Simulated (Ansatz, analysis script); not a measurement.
**Collinear and non-collinear states of BaMn2Sb2**

Aim: rank collinear and non-collinear patterns of moments in one cell of BaMn2Sb2.

Calculated with Ansatz 0.2.0; PBEsol, PAW set soft_1 (files made for PBE).

**1. The starting structure**

It takes space group I4/mmm (No. 139, tetragonal). Conventional cell: a = 4.530 Å, b = 4.530 Å, c = 12.944 Å, α = 90.00°, β = 90.00°, γ = 90.00°. Ba has 8 Sb at 3.66 Å and 8 Mn at 3.95 Å nearest. Mn has 4 Sb at 2.70 Å and 4 Mn at 3.20 Å and 4 Ba at 3.95 Å nearest. Sb has 4 Mn at 2.70 Å and 1 Sb at 3.53 Å and 4 Ba at 3.66 Å nearest. Farther neighbours are not listed.

Structure file:

```cif
data_structure
_symmetry_space_group_name_H-M 'P 1'
_symmetry_Int_Tables_number 1
_cell_length_a 6.4068
_cell_length_b 6.4068
_cell_length_c 7.2213
_cell_angle_alpha 90.000
_cell_angle_beta 116.334
_cell_angle_gamma 90.000
_cell_volume 265.65
loop_
_atom_site_label
_atom_site_type_symbol
_atom_site_fract_x
_atom_site_fract_y
_atom_site_fract_z
_atom_site_occupancy
Ba1 Ba 0.00000 0.00000 0.00000 1
Ba2 Ba 0.50000 0.50000 0.00000 1
Mn3 Mn 0.00000 0.25000 0.50000 1
Mn4 Mn 0.50000 0.75000 0.50000 1
Mn5 Mn 0.50000 0.25000 0.50000 1
Mn6 Mn 0.00000 0.75000 0.50000 1
Sb7 Sb 0.36377 0.00000 0.72753 1
Sb8 Sb 0.86377 0.50000 0.72753 1
Sb9 Sb 0.63623 0.00000 0.27247 1
Sb10 Sb 0.13623 0.50000 0.27247 1
```

The cell comes from the Materials Project, a database of computed structures, and the real compound, where it exists, may take another one.

The cell of this run holds 10 atoms, 4 of them with a starting moment; values «a cell» refer to the cell of the run in question.

**2. Starting state**

First a free collinear run, to see which state the typed moments lead to.

File input.yaml:

```yaml
crystal:
  lattice:
    - [-4.530306, 4.530306, 0.0]
    - [4.530306, 4.530306, 0.0]
    - [2.265153, -2.265153, -6.471912]
  atoms:
    - { symbol: Ba, position: [0.0, 0.0, 0.0] }
    - { symbol: Ba, position: [0.5, 0.5, 0.0] }
    - { symbol: Mn, position: [0.0, 0.25, 0.5], spin: 3.5 }
    - { symbol: Mn, position: [0.5, 0.75, 0.5], spin: 3.5 }
    - { symbol: Mn, position: [0.5, 0.25, 0.5], spin: 3.5 }
    - { symbol: Mn, position: [0.0, 0.75, 0.5], spin: 3.5 }
    - { symbol: Sb, position: [0.363767, 0.0, 0.727534] }
    - { symbol: Sb, position: [0.863767, 0.5, 0.727534] }
    - { symbol: Sb, position: [0.636233, 0.0, 0.272466] }
    - { symbol: Sb, position: [0.136233, 0.5, 0.272466] }
magnetization:
  spin_polarized: true
kpoints:
  mp_grid: { grid: [4, 4, 4] }
hamiltonian:
  xc: pbesol
  pseudopotentials: { kind: paw, azcp: { folder: soft_1 }, xc_functional: pbe }
scf:
  occupations: { method: fermi_dirac, width: 0.05 }
  max_iter: 120
  convergence: { dr2_threshold: 1.0e-08 }
  lower_state_search: "off"
output:
  write_density: true
  write_potential: true
  elf: true
  volumetric_format: npy
```

Run with:

```
$ ansatz run input.yaml --threads 2 --pin off --max-ram 5632MiB --backend cpu --events-out ev --progress --plain --runs-dir out
```

Numbers of over 12 decimals in the logs are rounded to 6 here.

The log of the run:

```text
Engine: ansatz 0.2.0, aarch64-unknown-linux-gnu
Pseudopotentials: kind: paw
Pseudopotential: Ba, paw, valence charge 10, recommended cutoff 420 eV (normal), soft_1/Ba.paw.azcp
Pseudopotential: Mn, paw, valence charge 15, recommended cutoff 420 eV (normal), soft_1/Mn.paw.azcp
Pseudopotential: Sb, paw, valence charge 15, recommended cutoff 420 eV (normal), soft_1/Sb.paw.azcp
Functional definition: PBEsol
  exchange = pbesol_x
  correlation = pbesol_c
Crystal: 10 atoms, lattice volume = 265.655 Å³
Basis set: ecut = 420 eV, 5155 PW (Γ)
Bands: 93, of which v1, the nominal top of the filled ones, is band 70 counted from 1 (69 counted from 0)
Symmetry: 16 space group operations
Space group: I4/mmm (ITA 139), of the structure as read, at distance tolerance 6.4e-5 Å
Magnetic group: BNS 139.531 (UNI 1191), of the structure as read, at distance tolerance 6.4e-5 Å
k-points: 21 of 64
Non-local potential: Ba, projectors of the file, l = 0: 3, l = 1: 2, l = 2: 2, l = 3: 2
Non-local potential: Mn, projectors of the file, l = 0: 3, l = 1: 2, l = 2: 3, l = 3: 1
Non-local potential: Sb, projectors of the file, l = 0: 2, l = 1: 2, l = 2: 2, l = 3: 1
PAW form: soft (Blöchl's): semilocal exchange-correlation on the pseudo side does not see the compensation charge
PAW frozen core: Ba, regenerated for the run's functional, and the local potential with it (the file was generated under x = pbe(κ = 0.804, μ = 0.219515), c = pbe(β = 0.066725))
PAW frozen core: Mn, regenerated for the run's functional, and the local potential with it (the file was generated under x = pbe(κ = 0.804, μ = 0.219515), c = pbe(β = 0.066725))
PAW frozen core: Sb, regenerated for the run's functional, and the local potential with it (the file was generated under x = pbe(κ = 0.804, μ = 0.219515), c = pbe(β = 0.066725))
PAW one-centre angular grid: Ba, 194 points (default); XC on 64 Gauss nodes
PAW one-centre angular grid: Mn, 590 points (default); XC on 64 Gauss nodes
PAW one-centre angular grid: Sb, 590 points (default); XC on 64 Gauss nodes
Initial density: superposition of atomic densities (chi_scale 0.1, normalization cell, long waves kept (reshape's long-wave potential 0.01 eV rms))
Starting moments: Σ|m| = 14 μB on 4 of 10 sites
Initial wavefunctions: pseudopotential atomic-orbital guess
Functional: x = pbesol(κ = 0.804, μ = 0.123457), c = pbesol(β = 0.046)
SCF iter   1: F=—  HF=-52840.367357 eV  |F-HF|=—  |Δ(HF+E_count)|=         —  Δρ=5.69e-2 (↑4.50e-2 ↓5.69e-2)  dr2=3.73e1  dr2_m=1.73e-1  M=12.029 μB ∫|m|=13.006 μB  β_m=0.30  ethr=3.10e-3  ⟨swp⟩=8.0  Hψ=16864  notcnv=0  defer=106
preconditioner: auto → Kerker (q_TF=auto, 2.452 Å⁻¹)  [metal: Δε(μ)=0.001 eV  Ē_g=7.761 eV  σ=0.050 eV  W_gap=0.01  n_scr=70 (ndim 8)  ℏωp=18.2 eV  f_vac=0.000  D(μ)=9.34/eV (n_scr^D=70)]
spin=Collinear: Kerker preconditioning applied to the charge; magnetization (m = ρ↑ − ρ↓) channel mixes plain (no charge-response kernel on spin).
SCF iter   2: F=—  HF=-52836.966357 eV  |F-HF|=—  |Δ(HF+E_count)|=    3.40e0  Δρ=2.05e-2 (↑1.49e-2 ↓2.05e-2)  dr2=4.75e0  dr2_m=9.33e-2  M=14.049 μB ∫|m|=14.902 μB  β_m=0.30  ethr=3.10e-3  ⟨swp⟩=3.2  Hψ=8237  notcnv=0  defer=423
Mixer restart at iter 2: flushing history
spin-set hold released at iteration 2 (the charge has settled, or the pull on large starting moments outlasts its swing): the magnetisation degrees of freedom join the quasi-Newton model from the next iteration; the mixer history was flushed
SCF iter   3: F=—  HF=-52836.163659 eV  |F-HF|=—  |Δ(HF+E_count)|=   8.03e-1  Δρ=1.35e-2 (↑1.35e-2 ↓9.47e-3)  dr2=2.40e0  dr2_m=8.22e-2  M=13.911 μB ∫|m|=14.821 μB  β_m=0.36  ethr=3.10e-3  ⟨swp⟩=2.5  Hψ=5647  notcnv=0  defer=403
SCF iter   4: F=—  HF=-52835.816291 eV  |F-HF|=—  |Δ(HF+E_count)|=   3.47e-1  Δρ=9.68e-3 (↑8.30e-3 ↓9.68e-3)  dr2=1.05e0  dr2_m=9.22e-2  M=14.298 μB ∫|m|=15.188 μB  β_m=0.40  ethr=1.72e-3  ⟨swp⟩=2.0  Hψ=4204  notcnv=0  defer=403
SCF iter   5: F=—  HF=-52835.604217 eV  |F-HF|=—  |Δ(HF+E_count)|=   2.12e-1  Δρ=7.83e-3 (↑3.81e-3 ↓7.83e-3)  dr2=3.27e-1  dr2_m=5.63e-2  M=14.847 μB ∫|m|=15.677 μB  β_m=0.81  ethr=7.53e-4  ⟨swp⟩=3.0  Hψ=5725  notcnv=0  defer=404
SCF iter   6: F=—  HF=-52835.563309 eV  |F-HF|=—  |Δ(HF+E_count)|=   4.09e-2  Δρ=1.46e-3 (↑7.03e-4 ↓1.46e-3)  dr2=2.68e-2  dr2_m=5.22e-4  M=15.397 μB ∫|m|=16.156 μB  β_m=0.79  ethr=2.33e-4  ⟨swp⟩=3.4  Hψ=5951  notcnv=0  defer=394
SCF iter   7: F=—  HF=-52835.560841 eV  |F-HF|=—  |Δ(HF+E_count)|=   2.47e-3  Δρ=7.60e-4 (↑4.18e-4 ↓7.60e-4)  dr2=3.46e-3  dr2_m=1.44e-4  M=15.332 μB ∫|m|=16.105 μB  β_m=0.89  ethr=1.91e-5  ⟨swp⟩=2.2  Hψ=4932  notcnv=0  defer=387
SCF iter   8: F=—  HF=-52835.560438 eV  |F-HF|=—  |Δ(HF+E_count)|=   4.03e-4  Δρ=2.75e-4 (↑2.75e-4 ↓1.92e-4)  dr2=9.39e-4  dr2_m=1.22e-5  M=15.332 μB ∫|m|=16.105 μB  β_m=0.95  ethr=2.47e-6  ⟨swp⟩=2.0  Hψ=4534  notcnv=0  defer=387
SCF iter   9: F=—  HF=-52835.560375 eV  |F-HF|=—  |Δ(HF+E_count)|=   6.30e-5  Δρ=1.24e-4 (↑1.24e-4 ↓9.22e-5)  dr2=1.95e-4  dr2_m=1.34e-6  M=15.325 μB ∫|m|=16.098 μB  β_m=0.97  ethr=6.70e-7  ⟨swp⟩=1.6  Hψ=3627  notcnv=0  defer=387
SCF iter  10: F=—  HF=-52835.560354 eV  |F-HF|=—  |Δ(HF+E_count)|=   2.05e-5  Δρ=3.31e-5 (↑3.31e-5 ↓1.77e-5)  dr2=5.85e-6  dr2_m=9.60e-7  M=15.318 μB ∫|m|=16.092 μB  β_m=0.99  ethr=1.39e-7  ⟨swp⟩=2.0  Hψ=3837  notcnv=0  defer=387
SCF iter  11: F=—  HF=-52835.560236 eV  |F-HF|=—  |Δ(HF+E_count)|=   1.18e-4  Δρ=1.12e-5 (↑5.40e-6 ↓1.12e-5)  dr2=6.71e-7  dr2_m=9.30e-8  M=15.315 μB ∫|m|=16.090 μB  β_m=0.99  ethr=4.18e-9  ⟨swp⟩=2.0  Hψ=5133  notcnv=0  defer=387
SCF iter  12: F=—  HF=-52835.560236 eV  |F-HF|=—  |Δ(HF+E_count)|=   8.28e-8  Δρ=2.19e-6 (↑1.54e-6 ↓2.19e-6)  dr2=4.07e-8  dr2_m=7.09e-10  M=15.315 μB ∫|m|=16.090 μB  β_m=1.00  ethr=4.80e-10  ⟨swp⟩=2.4  Hψ=5283  notcnv=0  defer=387
SCF iter  13: F=-52835.560236 eV  HF=-52835.560236 eV  |F-HF|=2.33e-10  |Δ(HF+E_count)|=   2.72e-9  Δρ=3.69e-7 (↑3.09e-7 ↓3.69e-7)  dr2=1.44e-9  dr2_m=2.74e-11  M=15.315 μB ∫|m|=16.090 μB  ethr=7.14e-12  ⟨swp⟩=12.3  Hψ=15826  notcnv=0
SCF 1 converged in 13 iterations: F = -52835.560236 eV  dr2 = 1.44e-9
  greatest PAW one-centre occupation: 1.000 electrons in one spin orbital (limit 2), on the Mn atom at site 5 (counted from 0), in its partial waves of l = 0
SCF converged after 13 iterations
Magnetization: 15.3151 μB (77.6575 up, 62.3425 down)
Absolute magnetization: 16.1074 μB (∫|ρ↑−ρ↓|, with the PAW one-centre terms)
Spin contamination: 0.5503 ħ² per cell (⟨S²⟩ above its minimum at these occupations)
Per-site moments (μB) at R_I (Å): [(0.049314, 1.508382), (0.049314, 1.508382), (3.584895, 1.114469), (3.584895, 1.114469), (3.584895, 1.114469), (3.584895, 1.114469), (-0.048336, 1.114469), (-0.048336, 1.114469), (-0.048336, 1.114469), (-0.048336, 1.114469)]
Free energy (F): -52835.560236 eV
Harris-Foulkes:  -52835.560236 eV  (|F-HF|=2.33e-10)
Internal energy: -52835.479542 eV  (E = F + TS)
E sigma→0 (E₀):  -52835.519889 eV
Entropy (-TS):   -0.080694 eV (-8.069 meV/atom)
Fermi energy:    10.638134 eV
--- Per-component energies (eV) ---
  E_band       = -1886.724429
  E_kinetic    = 2235.355385
  E_local      = -19673.577595  (includes V_loc(G=0)·N_el)
  E_nonlocal   = 3627.409139
  E_hartree    = 8021.199197
  E_xc         = -1209.384203
  E_vxc        = -1163.494884  (∫ρ·V_xc dr)
  E_paw        = -33309.673365  (= ΣΔE_a)
  E_vpaw       = -2954.815092  (= ΣTr[D̂ρ^β])
  E_aug_tail   = 0.000902  (compensation charges beyond the density's cutoff)
  E_ewald      = -12529.117899
  E_core_change = 2.308898  (= ΣΔE_core)
  E_smearing   = -0.080694  (= −TS)
  E_closure    = 0.000000  (closes the sum)
  Σ components = -52835.560236   (vs F -52835.560236, Δ=0.00e0)
--- Band table (eV; the first three rows and the last of 42) ---
  k-point 0 ↑: bands = [... 66 lower, 8.4865, 8.4866, 8.7296, 8.7443, 9.0098, 9.0690, 9.0694, 9.2854, ... 19 higher]
  k-point 1 ↑: bands = [... 66 lower, 8.4872, 8.6235, 8.7443, 8.8646, 8.8648, 9.1484, 9.1487, 9.2854, ... 19 higher]
  k-point 2 ↑: bands = [... 66 lower, 8.4877, 8.7294, 8.7444, 9.0098, 9.2304, 9.2305, 9.2854, 9.4596, ... 19 higher]
  k-point 20 ↓: bands = [... 66 lower, 11.2312, 11.2312, 11.3174, 11.3174, 11.6291, 11.6291, 11.7416, 11.7416, ... 19 higher]
```

Elapsed: 38 s, on 2 threads of Arm Neoverse V2, shared host; peak memory 1 GiB.

Spin moment in the atom's sphere by atom:

```csv
atom,spin moment in the atom's sphere (μB)
Ba1,0.05
Ba2,0.05
Mn3,3.58
Mn4,3.58
Mn5,3.58
Mn6,3.58
Sb7,-0.05
Sb8,-0.05
Sb9,-0.05
Sb10,-0.05
```

Tables count atoms from 1; parts of the log count from 0.

The run ends ferromagnetic, with a net moment of 15.3 μB a cell. Only this order was typed.

Spin density in the ac plane at fractional y = 0.000, with atoms of Ba and Sb within 0.2 Å of it.

Ten even steps from '_' (-2.34 × 1e-2 e/Å³) to '@' (0.77 × 1e-2 e/Å³), each cell a mean:
```
%%%%%%@@@@@@@@@@@@@@@@@@@@@@@@%%%%%%
##%%%%%%%%%%@@@@@@@@@@%%%%%%%%%%####
##########%%@@@@@@@@%%##############
####******##%%##%%##******######****
##****==++##++++##++==++**##********
##**++--==**==++++--==**####********
##**==::--++++==::--++######******##
%%**==::..::::..--++##%%##**++++##%%
@@##++::____..--**%%@@%%**++==++##@@
@@%%**--..::==##@@@@@@##==::--++##@@
@@%%**==--==##@@@@%%**==..__..==##@@
@@%%**++++**%%@@%%++--....__..--**%%
%%##**++**##%%##++--::==++==::::++##
##********####++----++++++++----++##
**********##**++==++**--++**====****
********####**++**%%##**%%**++****##
################%%@@@@@@%%##########
######%%%%%%%%%%@@@@@@@@%%%%%%%%%%%%
####%%%%%%%%@@@@@@@@@@@@@@@@%%%%%%%%
%%%%%%@@@@@@@@@@@@@@@@@@@@@@@@@@%%%%
```
Columns run along a (6.4 Å), rows up along c (7.2 Å). Atoms in or near the plane, at fractional coordinates: Ba at (0.00, 0.00), Sb at (0.36, 0.73), Sb at (0.64, 0.27).

Valence density in the ac plane at fractional y = 0.000, with atoms of Ba and Sb within 0.2 Å of it. It is the smooth field of the valence electrons, not physical close to the nuclei.

Ten steps, logarithmic in the rise over the least value, from '0' (0 e/Å³) to '9' (14 e/Å³), each cell a mean:
```
344200011110002443
442101122211012444
321012344321002344
100124676421001222
001237997421000000
001258996310000000
011358874210000000
012245532110000000
111222221110000000
111111111111111111
100000011111222111
000000001123433211
000000001246764210
000000012479974210
000000012589963100
111100013688742100
333210012455321012
444310012232110124
444310011111000244
344310001110001343
```
Columns run along a (6.4 Å), rows up along c (7.2 Å). Atoms in or near the plane, at fractional coordinates: Ba at (0.00, 0.00), Sb at (0.36, 0.73), Sb at (0.64, 0.27).

ELF in the ac plane at fractional y = 0.000, with atoms of Ba and Sb within 0.2 Å of it. It is the smooth field of the valence electrons, not physical close to the nuclei.

Ten even steps from '0' (0.01) to '9' (0.86), each cell a mean:
```
179511344443116960
896125655565116997
952256544566215999
312564212466213676
015642001466200111
146530002465200000
356531014664211111
356532345543222222
345544455433333333
344555543334444443
333444333455545553
322222234554334554
221112246542124564
100001356410014663
000001465300025641
244211465310246521
899621465433465215
999841366555652269
249940245555411697
029820233333103981
```
Columns run along a (6.4 Å), rows up along c (7.2 Å). Atoms in or near the plane, at fractional coordinates: Ba at (0.00, 0.00), Sb at (0.36, 0.73), Sb at (0.64, 0.27).

**3. The same state on a denser mesh**

Levels at the Fermi energy are partly filled, so moments and energy differences can hang on the k-mesh, and the state is solved again on a denser one.

input.yaml, the sections that differ from step 2:

```yaml
crystal:
  lattice:
    - [-4.530306, 4.530306, 0.0]
    - [4.530306, 4.530306, 0.0]
    - [2.265153, -2.265153, -6.471912]
  atoms:
    - { symbol: Ba, position: [0.0, 0.0, 0.0] }
    - { symbol: Ba, position: [0.5, 0.5, 0.0] }
    - { symbol: Mn, position: [0.0, 0.25, 0.5], spin: 3.58 }
    - { symbol: Mn, position: [0.5, 0.75, 0.5], spin: 3.58 }
    - { symbol: Mn, position: [0.5, 0.25, 0.5], spin: 3.58 }
    - { symbol: Mn, position: [0.0, 0.75, 0.5], spin: 3.58 }
    - { symbol: Sb, position: [0.363767, 0.0, 0.727534] }
    - { symbol: Sb, position: [0.863767, 0.5, 0.727534] }
    - { symbol: Sb, position: [0.636233, 0.0, 0.272466] }
    - { symbol: Sb, position: [0.136233, 0.5, 0.272466] }
kpoints:
  mp_grid: { grid: [7, 6, 7] }
basis:
  ecutwfc: 420.0
checkpoint:
  read: start
  write: ck
  compress: false
  write_wavefunctions: false
  write_every: 100000
# magnetization, hamiltonian, scf: as in step 2
# output: removed
```

Run with:

```
$ ansatz run input.yaml --threads 4 --pin off --max-ram 11264MiB --backend cpu --events-out ev --progress --plain --runs-dir out
```

The log of the run:

```text
[...]
Per-site moments (μB) at R_I (Å): [(0.044796, 1.508382), (0.044796, 1.508382), (3.576926, 1.114469), (3.576926, 1.114469), (3.576926, 1.114469), (3.576926, 1.114469), (-0.052856, 1.114469), (-0.052856, 1.114469), (-0.052856, 1.114469), (-0.052856, 1.114469)]
Free energy (F): -52835.580897 eV
[...]
Internal energy: -52835.505015 eV  (E = F + TS)
E sigma→0 (E₀):  -52835.542956 eV
Entropy (-TS):   -0.075883 eV (-7.588 meV/atom)
Fermi energy:    10.646067 eV
[...]
[key lines of the parts left out:]
SCF converged after 8 iterations
Magnetization: 15.2014 μB (77.6007 up, 62.3993 down)
```

It took 34 s on 4 threads; peak memory 2.1 GiB.

Spin moment in the atom's sphere by atom:

```csv
atom,spin moment in the atom's sphere (μB)
Ba1,0.04
Ba2,0.04
Mn3,3.58
Mn4,3.58
Mn5,3.58
Mn6,3.58
Sb7,-0.05
Sb8,-0.05
Sb9,-0.05
Sb10,-0.05
```

The run ends ferromagnetic, with a net moment of 15.2 μB a cell, against 15.3 μB on the first mesh.

Signs and angles in the names of the patterns follow the order of the magnetic atoms in the input, which need not be their order in space.

In the spinor runs that follow the search for lower states is off.

(Part 1 of 2 ends here.)

[Logs and program files are shortened in this print: banners, set-up blocks, solver, clock and traceback lines can be left out without a mark of their own.]

[Logs are printed without paths, hosts, clocks, repeated set-up lines and the standing remarks that a program may print on its own settings, such as how far it seeks lower states.]

[Hosts, paths, dates, database ids (printed as entryN), source tags and the programs' standing remarks are cut or masked in the printed files.]
